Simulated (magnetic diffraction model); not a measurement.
## Ba2MnP2: what an assumed order does to the neutron pattern

Space group Ibam (no. 72), a = 6.6470 Å, b = 13.0400 Å, c = 6.3590 Å.

```csv
site,atom,x,y,z
8j,Ba,0.3099,0.8566,0
4a,Mn,0,0,3/4
8j,P,0.2936,0.6063,0
```

The compound is invented for this exercise: a known structure type with other elements, its cell scaled to their sizes and not relaxed.

Only Mn is taken to order (form factors of Mn2+); orders and moment sizes are assumed, and not adapted to the symmetry. Radiation: neutrons of λ = 2.52 Å, 5° to 70°; isotropic B of 0.42 Å² (Ba), 0.57 Å² (Mn) and 0.7 Å² (P). Simulated constant-wavelength pattern: nuclear and magnetic terms add, the magnetic one as |2.695 fm × Σ f S⊥ exp(2πi Q·r) exp(−B s²)|², summed over all Q at one angle with the factor 1/(sin²θ cos θ). For collinear order S is the moment m, which repeats by lattice and centring translations R with the sign exp(−2πi k·R). Free-ion form factors, Sears's scattering lengths of 1992, no absorption; a label names one of the reflections at its angle. The strongest nuclear line in the range is 100, and lines under 0.2 are left out.

Assume the order k = (1/2 1/2 1), collinear moments along [010], 1.08 μB on Mn; signs + at (0, 0, 3/4), − at (0, 0, 1/4).

Predict the pattern, nuclear and magnetic parts apart.

| 2θ (°) | index | nuclear | magnetic |
| --- | --- | --- | --- |
| 22.29 | (0 2 0) | 9.3 | 0.0 |
| 24.57 | (1 1 0) | 17.1 | 0.0 |
| 25.99 | (1/2 1/2 1) | 0.0 | 6.9 |
| 30.52 | (1/2 -3/2 1) | 0.0 | 3.5 |
| 38.11 | (1/2 5/2 1) | 0.0 | 1.3 |
| 40.53 | (1 3 0) | 1.0 | 0.0 |
| 40.97 | (3/2 -1/2 1) | 0.0 | 2.4 |
| 44.13 | (3/2 3/2 1) | 0.0 | 1.7 |
| 44.56 | (2 0 0) | 73.8 | 0.0 |
| 45.47 | (0 4 0) | 86.7 | 0.0 |
| 46.69 | (0 0 2) | 100.0 | 0.0 |
| 47.56 | (1/2 -7/2 1) | 0.0 | 0.5 |
| 49.98 | (3/2 -5/2 1) | 0.0 | 1.0 |
| 50.37 | (2 2 0) | 5.0 | 0.0 |
| 52.02 | (2 1 1) | 43.6 | 0.0 |
| 52.32 | (0 2 2) | 4.0 | 0.0 |
| 53.46 | (1 1 2) | 7.0 | 0.0 |
| 56.58 | (1 4 1) | 37.3 | 0.0 |
| 57.92 | (3/2 7/2 1) | 0.0 | 0.5 |
| 62.12 | (5/2 1/2 1) | 0.0 | 0.8 |
| 62.23 | (2 3 1) | 25.8 | 0.0 |
| 62.53 | (1 5 0) | 6.8 | 0.0 |
| 63.51 | (1 3 2) | 14.7 | 0.0 |
| 64.51 | (5/2 -3/2 1) | 0.0 | 0.6 |
| 65.56 | (2 4 0) | 22.4 | 0.0 |
| 66.52 | (2 0 2) | 29.6 | 0.0 |
| 67.22 | (0 4 2) | 39.7 | 0.0 |
| 67.56 | (3/2 -9/2 1) | 0.0 | 0.2 |
| 69.17 | (5/2 5/2 1) | 0.0 | 0.4 |

The strongest magnetic line in the range is (1/2 1/2 1) at 25.99° (6.9). On top of the Lorentz factor, which all lines share, magnetic lines fade with angle because f falls: for Mn2+ it is 0.90, 0.66, 0.41 and 0.12 at sin θ/λ = 0.1, 0.2, 0.3 and 0.5 Å⁻¹, while nuclear lengths stay constant. The order has no net moment.

[Logs are printed without paths, hosts, clocks, repeated set-up lines and the standing remarks that a program may print on its own settings, such as how far it seeks lower states.]
